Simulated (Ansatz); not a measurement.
# What SrC2 (I4/mmm) distorts into, part 2 of 2

Aim: this structure of SrC2 (I4/mmm) is to be tested for unstable modes, and one is followed downhill.

Ansatz 0.2.0; DFT LDA, scalar-relativistic, plane waves, PAW.

So far, highest frequency on the path or at a solved wavevector (cm⁻¹): step 2 (the dispersion) 1898. Also lowest frequency on the path (cm⁻¹): step 2 -130.

### 6. Relaxing from the distorted cell

Starting from the lowest point found, all atoms and the cell are let go, so that strain and other modes of the same symmetry can join in.

Contents of input.yaml:

```yaml
crystal:
  lattice:
    - [-1.9957096244, 1.9957096244, 3.3421580975]
    - [1.9957096244, -1.9957096244, 3.3421580975]
    - [3.9914192488, 3.9914192488, 0.0]
  atoms:
    - { symbol: Sr, position: [0.5, 0.5, 0.5] }
    - { symbol: Sr, position: [0.0, 0.0, 0.0] }
    - { symbol: C, position: [0.9063730015, 0.9063730015, 0.5070862692] }
    - { symbol: C, position: [0.4063730015, 0.4063730015, -0.0070862692] }
    - { symbol: C, position: [0.0936269985, 0.0936269985, 0.4929137308] }
    - { symbol: C, position: [0.5936269985, 0.5936269985, 0.0070862692] }
kpoints:
  mp_grid: { grid: [6, 6, 6] }
hamiltonian:
  xc: lda
scf:
  occupations: { method: fixed }
output:
  forces: true
  stress: true
  eigenvalues: true
relax:
  adjacent_minimum: "off"
  f_tol: 0.002
  max_steps: 120
  cell: { stress_tol: 0.03 }
```

Command:

```console
ansatz run input.yaml --threads 4 --pin off --max-ram 7168MiB --backend cpu --events-out ev --progress --plain --runs-dir out
```

Numbers of over 12 decimals in the logs are rounded to 6 here.

The program printed:

```text
[...]
Crystal: 6 atoms, lattice volume = 106.491 Å³
Basis set: ecut = 420 eV, 2085 PW (Γ)
Bands: 24, of which v1, the nominal top of the filled ones, is band 18 counted from 1 (17 counted from 0)
Symmetry: 8 space group operations
[...]
k-points: 52 of 216
[...]
SCF iter   1: F=—  HF=-7859.901596 eV  |F-HF|=—  |Δ(HF+E_count)|=         —  Δρ=6.53e-3  dr2=4.15e-2  ethr=1.77e-3  ⟨swp⟩=5.3  Hψ=5850  notcnv=0  defer=156
[...]
SCF iter   6: F=-7859.886595 eV  HF=-7859.886595 eV  |F-HF|=1.69e-8  |Δ(HF+E_count)|=   2.35e-7  Δρ=5.73e-6  dr2=3.79e-8  ethr=2.78e-10  ⟨swp⟩=16.0  Hψ=9634  notcnv=0
SCF 1 converged in 6 iterations: F = -7859.886595 eV  dr2 = 3.79e-8
[...]
relax step   1: F+E_penalty+E_count = -7859.88659521 eV  Δ(F+E_penalty+E_count) = +0.000e0 eV  max|allowed force component| = 1.951e-1 eV/Å  Δτ_max = 0.0000 Å  P = -0.238 GPa  Ω = 106.491 Å³  (6 SCF iters, dr2 threshold 1.00e-7 eV, accepted)
Crystal: 6 atoms, lattice volume = 106.565 Å³
Basis set: ecut = 420 eV, 2089 PW (Γ)
[...]
iter 1 solved again at ethr=2.14e-5 eV; its pass at ethr=3.10e-3 eV (dr2=7.69e-3 eV) is discarded
[...]
SCF iter   5: F=-7859.889148 eV  HF=-7859.889148 eV  |F-HF|=3.35e-9  |Δ(HF+E_count)|=   1.41e-8  Δρ=5.35e-6  dr2=2.91e-8  ethr=1.67e-9  ⟨swp⟩=5.0  Hψ=4586  notcnv=0
SCF 2 converged in 5 iterations: F = -7859.889148 eV  dr2 = 2.91e-8
relax step   2: F+E_penalty+E_count = -7859.88914836 eV  Δ(F+E_penalty+E_count) = -2.553e-3 eV  max|allowed force component| = 7.147e-2 eV/Å  Δτ_max = 0.0183 Å  P = -0.142 GPa  Ω = 106.565 Å³  energy of the carried Pulay correction = -1.103e-4 eV  (5 SCF iters, dr2 threshold 6.00e-7 eV, accepted)
Crystal: 6 atoms, lattice volume = 105.869 Å³
Basis set: ecut = 420 eV, 2065 PW (Γ)
[...]
SCF iter   6: F=-7859.642219 eV  HF=-7859.642219 eV  |F-HF|=5.72e-8  |Δ(HF+E_count)|=   1.71e-6  Δρ=1.43e-5  dr2=1.36e-7  ethr=8.87e-10  ⟨swp⟩=14.8  Hψ=9610  notcnv=0
SCF 3 converged in 6 iterations: F = -7859.642219 eV  dr2 = 1.36e-7
relax step   3: F+E_penalty+E_count = -7859.64221907 eV  Δ(F+E_penalty+E_count) = +2.469e-1 eV  max|allowed force component| = 3.333e0 eV/Å  Δτ_max = 0.1950 Å  P = -3.817 GPa  Ω = 105.869 Å³  energy of the carried Pulay correction = +9.230e-4 eV  (6 SCF iters, dr2 threshold 3.19e-7 eV, rejected (line search))
[... from here on, the SCF cycles and remarks between the steps are left out ...]
relax step   4: F+E_penalty+E_count = -7859.89043968 eV  Δ(F+E_penalty+E_count) = -1.291e-3 eV  max|allowed force component| = 5.178e-2 eV/Å  Δτ_max = 0.0069 Å  P = +0.123 GPa  Ω = 106.317 Å³  energy of the carried Pulay correction = +2.579e-4 eV  (9 SCF iters, accepted)
relax step   5: F+E_penalty+E_count = -7859.89316349 eV  Δ(F+E_penalty+E_count) = -2.724e-3 eV  max|allowed force component| = 1.945e-1 eV/Å  Δτ_max = 0.0220 Å  P = +0.318 GPa  Ω = 106.249 Å³  energy of the carried Pulay correction = +3.587e-4 eV  (5 SCF iters, dr2 threshold 1.68e-7 eV, accepted)
relax step   6: F+E_penalty+E_count = -7859.89854870 eV  Δ(F+E_penalty+E_count) = -5.385e-3 eV  max|allowed force component| = 1.054e-2 eV/Å  Δτ_max = 0.0482 Å  P = +0.058 GPa  Ω = 106.281 Å³  energy of the carried Pulay correction = +3.105e-4 eV  (5 SCF iters, dr2 threshold 6.00e-7 eV, accepted)
relax step   7: F+E_penalty+E_count = -7859.89886228 eV  Δ(F+E_penalty+E_count) = -3.136e-4 eV  max|allowed force component| = 7.251e-3 eV/Å  Δτ_max = 0.0091 Å  P = +0.045 GPa  Ω = 106.328 Å³  energy of the carried Pulay correction = +2.410e-4 eV  (5 SCF iters, dr2 threshold 8.06e-8 eV, accepted)
relax step   8: F+E_penalty+E_count = -7859.89879628 eV  Δ(F+E_penalty+E_count) = +6.599e-5 eV  max|allowed force component| = 2.507e-3 eV/Å  Δτ_max = 0.0047 Å  P = -0.014 GPa  Ω = 106.475 Å³  energy of the carried Pulay correction = +2.292e-5 eV  (5 SCF iters, dr2 threshold 5.94e-8 eV, accepted)
relax step   9: F+E_penalty+E_count = -7859.89881447 eV  Δ(F+E_penalty+E_count) = -1.819e-5 eV  max|allowed force component| = 1.696e-3 eV/Å  Δτ_max = 0.0003 Å  P = -0.009 GPa  Ω = 106.466 Å³  energy of the carried Pulay correction = +3.653e-5 eV  (4 SCF iters, dr2 threshold 3.68e-9 eV, accepted)
relax step  10: F+E_penalty+E_count = -7859.89901400 eV  Δ(F+E_penalty+E_count) = -1.995e-4 eV  max|allowed force component| = 1.970e-3 eV/Å  Δτ_max = 0.0000 Å  P = -0.004 GPa  Ω = 106.466 Å³  stress off target by 4.24e-2 GPa  SCF on the basis re-selected at this cell (its energy is not comparable with the rows above)  (6 SCF iters)
relax step  11: F+E_penalty+E_count = -7859.89902381 eV  Δ(F+E_penalty+E_count) = -9.806e-6 eV  max|allowed force component| = 2.489e-4 eV/Å  Δτ_max = 0.0015 Å  P = -0.001 GPa  Ω = 106.468 Å³  energy of the carried Pulay correction = -6.229e-6 eV  (5 SCF iters, dr2 threshold 4.49e-9 eV, accepted)
[...]
SCF iter   6: F=-7859.899036 eV  HF=-7859.899036 eV  |F-HF|=5.46e-12  |Δ(HF+E_count)|=  3.64e-12  Δρ=5.85e-8  dr2=3.24e-12  ethr=1.00e-12  ⟨swp⟩=6.2  Hψ=5627  notcnv=0
SCF 12 converged in 6 iterations: F = -7859.899036 eV  dr2 = 3.24e-12
relax step  12: F+E_penalty+E_count = -7859.89903603 eV  Δ(F+E_penalty+E_count) = -1.222e-5 eV  max|allowed force component| = 2.731e-4 eV/Å  Δτ_max = 0.0000 Å  P = -0.000 GPa  Ω = 106.468 Å³  stress off target by 3.41e-3 GPa  SCF on the basis re-selected at this cell (its energy is not comparable with the rows above)  (6 SCF iters)
[...]
SCF converged after 6 iterations
Free energy (F): -7859.899036 eV
[...]
Internal energy: -7859.899036 eV  (E = F + TS)
E sigma→0 (E₀):  -7859.899036 eV
Fermi energy:    4.929163 eV
[...]
--- Forces (eV/Å), atoms counted from 1 ---
  atom   1  Sr    -0.00000000    -0.00000000     0.00000000
  atom   2  Sr    -0.00000000    -0.00000000    -0.00000000
  atom   3  C      0.00019502     0.00019502    -0.00027314
  atom   4  C     -0.00019502    -0.00019502    -0.00027314
  atom   5  C     -0.00019502    -0.00019502     0.00027314
  atom   6  C      0.00019502     0.00019502     0.00027314
  max |Σ_I F_I| component: 2.78e-17 eV/Å
--- Stress (GPa, compression-positive) ---
        0.000232       0.003175      -0.000000
        0.003175       0.000232       0.000000
        0.000000       0.000000      -0.001837
  P = ⅓ Tr σ = -0.0005 GPa (-0.005 kbar)
--- Band table (eV; the first three rows and the last of 52) ---
  k-point 0: bands = [... 14 lower, 3.8830, 4.1753, 4.1860, 4.2057, 6.3945, 8.4266, 8.4944, 9.5112, ... 2 higher]
  k-point 1: bands = [... 14 lower, 3.8849, 4.0285, 4.1524, 4.1557, 6.4974, 8.2258, 8.7669, 9.7782, ... 2 higher]
  k-point 2: bands = [... 14 lower, 3.8658, 3.9012, 4.0423, 4.0483, 6.7895, 7.7558, 9.4857, 10.5193, ... 2 higher]
  k-point 51: bands = [... 14 lower, 3.3613, 3.3613, 4.6917, 4.6917, 9.1873, 9.1873, 10.2546, 10.2546, ... 2 higher]
--- Relaxed structure (10 steps of the walk, 9 accepted, 2 SCFs on fresh bases) ---
  F+E_penalty+E_count = -7859.89903603 eV   max|allowed force component| = 2.731e-4 eV/Å   (the final SCF, on the basis selected at the relaxed cell)
  cell:  # Å, volume = 106.4682 Å³
    - [-1.986206, 1.986206, 3.320016]
    - [1.986206, -1.986206, 3.320016]
    - [4.036412, 4.036412, 0.0]
  atoms:
    - { symbol: Sr, position: [0.500000, 0.500000, 0.5] }
    - { symbol: Sr, position: [0, 0, 0] }
    - { symbol: C, position: [0.908549, 0.908549, 0.526557] }
    - { symbol: C, position: [0.408549, 0.408549, -0.026557] }
    - { symbol: C, position: [0.091451, 0.091451, 0.473443] }
    - { symbol: C, position: [0.591451, 0.591451, 0.026557] }
```

Run time: 24 s. Hardware: 4 threads of Arm Neoverse V1, shared host; peak memory 0.44 GiB.

Relaxation path:

```tsv
step	energy less that of the first step (eV)	largest force component (eV/Å)	pressure (GPa)	volume (Å³)
1	0.0000	0.1951	-0.24	106.49
2	-0.0026	0.0715	-0.14	106.57
3	0.2444	3.3333	-3.82	105.87
4	-0.0038	0.0518	0.12	106.32
5	-0.0066	0.1945	0.32	106.25
6	-0.0120	0.0105	0.06	106.28
7	-0.0123	0.0073	0.04	106.33
8	-0.0122	0.0025	-0.01	106.48
9	-0.0122	0.0017	-0.01	106.47
10*	-0.0124	0.0020	0.00	106.47
11	-0.0124	0.0002	0.00	106.47
12*	-0.0124	0.0003	0.00	106.47
```

Relaxation steps marked * repeat the geometry before them on a plane-wave basis chosen anew for their cell, so energy and pressure can jump there. Relaxation step 3 was tried and not accepted.

Forces are held to the 8 operations that the run works with; a distortion that breaks them can't arise in this run.

```tsv
conventional cell, symmetrised	before	after	change
a (Å)	5.645	5.618	-0.5 %
b (Å)	6.684	6.640	-0.7 %
c (Å)	5.645	5.708	+1.1 %
volume (Å³/atom)	17.75	17.74	-0.0 %
```

The atoms that moved most (Å, as changes of fractional coordinates times the final cell):

```tsv
atom	dx	dy	dz	length
C6	0.079	0.079	-0.014	0.112
C4	-0.079	-0.079	0.014	0.112
C5	-0.079	-0.079	-0.014	0.112
C3	0.079	0.079	0.014	0.112
```

This step gave:

```
pressure          : -4.57e-4 GPa
gap on the k-mesh : 1.465 eV
volume per atom   : 17.74 Å³
```

The distorted start has space group Cmce; the relaxation ends in Cmce.

### 7. The new phase in its own primitive cell

The relaxed structure is symmetrised, reduced to its primitive cell and relaxed tightly, as its phonons need.

Contents of input.yaml:

```yaml
crystal:
  lattice:
    - [2.808919194, -3.3200158858, 0.0]
    - [2.808919194, 3.3200158858, 0.0]
    - [0.0, 0.0, 5.7083483647]
  atoms:
    - { symbol: Sr, position: [0.5, 0.5, 0.5] }
    - { symbol: Sr, position: [0.0, 0.0, 0.0] }
    - { symbol: C, position: [0.0914505604, 0.9085494396, 0.5265574841] }
    - { symbol: C, position: [0.5914505604, 0.4085494396, 0.9734425159] }
    - { symbol: C, position: [0.9085494396, 0.0914505604, 0.4734425159] }
    - { symbol: C, position: [0.4085494396, 0.5914505604, 0.0265574841] }
kpoints:
  mp_grid: { grid: [6, 6, 6] }
hamiltonian:
  xc: lda
scf:
  occupations: { method: fixed }
output:
  forces: true
  stress: true
  eigenvalues: true
relax:
  adjacent_minimum: "off"
  f_tol: 0.001
  max_steps: 60
  cell: { stress_tol: 0.01 }
```

The program printed:

```text
[...]
Crystal: 6 atoms, lattice volume = 106.468 Å³
Basis set: ecut = 420 eV, 2073 PW (Γ)
Bands: 24, of which v1, the nominal top of the filled ones, is band 18 counted from 1 (17 counted from 0)
Symmetry: 8 space group operations
[...]
k-points: 52 of 216
[...]
- [2.808919194, -3.3200158858, 0.0]
    - [2.808919194, 3.3200158858, 0.0]
    - [0.0, 0.0, 5.7083483647]
  atoms:
    - { symbol: Sr, position: [0.5, 0.5, 0.5] }
    - { symbol: Sr, position: [0.0, 0.0, 0.0] }
    - { symbol: C, position: [0.091451, 0.9085494396, 0.5265574841] }
    - { symbol: C, position: [0.5914505604, 0.4085494396, 0.9734425159] }
    - { symbol: C, position: [0.9085494396, 0.091451, 0.4734425159] }
    - { symbol: C, position: [0.4085494396, 0.5914505604, 0.0265574841] }
[key lines of the parts left out:]
SCF converged after 5 iterations
Free energy (F): -7859.899036 eV
Fermi energy:    4.929163 eV
P = ⅓ Tr σ = -0.0005 GPa (-0.005 kbar)
```

Elapsed: 4.4 s, on 4 threads; peak memory 0.43 GiB; 17 s of CPU time.

Little changed from the start: no atom moved by 0.005 Å and no cell edge by 0.1 %.

Numbers from this step:

| Item | Value |
| --- | --- |
| pressure | -4.58e-4 GPa |
| direct gap on mesh | 2.189 eV |

The largest force component left is 0.28 meV/Å and the pressure is 0.000 GPa, within the tolerances set. The cell now holds 17.74 Å³/atom.

### 8. The phases reached

The phases reached along the modes that were followed are set side by side.

Energies are those of the first relaxation, on the mesh of the frozen mode; space group, volume and gap are those of the last relaxation. Phases, by row:

```tsv
mode frozen in	space group	energy from parent (meV/atom)	volume (Å³/atom)	gap on mesh (eV)	lowest zone-centre optical mode (cm⁻¹)	largest shift (Å)
parent	I4/mmm	0	17.75	1.276	–	–
q = (0, 0, -0.5), 130i cm⁻¹	Cmce	-2.36	17.74	1.465	–	0.152
```

### 9. What came out

```yaml
unstable_mode_of_the_parent: q = (0, 0, -0.5), 130i cm⁻¹
depth_at_the_lowest_point_sampled: 0.29 meV/atom
largest_atomic_shift_at_that_point: 0.04 Å
space_group_reached_within_0p01_a: Cmce
energy_gained_over_the_parent_first_relaxation_on_the_mesh_of_the_frozen_mode: 2.36 meV/atom
volume_per_atom_phase_reached: 17.7 Å³
gap_on_the_k_mesh_phase_reached: 1.47 eV
```

Along this mode the structure falls into Cmce, 2.36 meV/atom below the parent. At the parent's cell the well is 0.29 meV/atom deep on the steps tried, with its lowest point at a shift of 0.04 Å. Relaxing atoms and cell changes the gain by +2.07 meV/atom against the lowest step (energies at zero smearing). Most of the total comes from this relaxation. The modes of the phase reached were not computed on this path. How so shallow a well moves with the k mesh was not tested. Each path keeps the symmetry of its pattern, so a lower phase may lie along a pattern not tried. The q mesh stands for a supercell only 8.0 Å across, so branches between the solved wavevectors are rough. The program warns that the interpolation holds no quadrupole term, so branches close to Γ can be off in this crystal.

[Logs are printed without paths, hosts, clocks, repeated set-up lines and the standing remarks that a program may print on its own settings, such as how far it seeks lower states.]

[Hosts, paths, dates, database ids (printed as entryN), source tags and the programs' standing remarks are cut or masked in the printed files.]
